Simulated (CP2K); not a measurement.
Consider silylallene at its PBE geometry (Å).

```xyz
10

C     2.2007    0.2791    0.0537
C     1.0195   -0.2166   -0.2222
C    -0.1827   -0.6774   -0.4709
Si   -1.7213    0.1383    0.2113
H     2.7607   -0.0503    0.9308
H     2.6635    1.0304   -0.5887
H    -0.2864   -1.5706   -1.0968
H    -2.9125   -0.6270   -0.2545
H    -1.7063    0.1479    1.7019
H    -1.8351    1.5463   -0.2646
```

Method: CP2K XAS_TDP, all-electron GAPW, PBEh(45%), aug-pc-1, TDA, GW2X-corrected core level, no relativity.

**Question.** Predict the bright core excitations at the C K edge.

Leading lines: C1 287.16 eV, C2 286.70 eV and C3 286.31 eV. The leading line of an atom is its first one with 35 % of the strongest within 2.5 eV of its lowest line over the strength cut. Core ionisation energies at this level: C2 292.26, C3 291.12 and C1 291.72 eV.

The first six lines of each atom with a strength over 0.0015:

```tsv
atom	energy (eV)	states	strength, one atom	above the computed threshold
C1 (bonded to C and 2 H)	287.16	1	0.0462	
	288.54	1	0.0021	
	289.69	1	0.0028	
	290.62	1	0.0133	
	290.74	1	0.0035	
	290.93	1	0.0039	
C2 (bonded to 2 C)	286.70	1	0.0600	
	287.23	1	0.0593	
	293.05	1	0.0032	yes
	293.70	1	0.0017	yes
	294.21	1	0.0020	yes
	294.86	1	0.0020	yes
C3 (bonded to C, Si and H)	286.31	1	0.0392	
	288.31	1	0.0028	
	289.10	1	0.0028	
	289.86	1	0.0068	
	290.19	1	0.0044	
	290.26	1	0.0081
```

Lines are vertical, at one geometry, with no vibrational structure. GW2X ionisation energies and lines can be off by 1 to 2 eV either way, and a good line position may hide errors that cancel. These values hold no scalar relativity, about 0.1 eV for C 1s. Rydberg lines, and the discretised continuum above threshold, depend on the basis and the box.

[Banner, clock and machine lines of the logs are left out without a mark of their own.]

[Logs are printed without paths, hosts, clocks, repeated set-up lines and the standing remarks that a program may print on its own settings, such as how far it seeks lower states.]

[Hosts, paths, dates, database ids (printed as entryN), source tags and the programs' standing remarks are cut or masked in the printed files.]
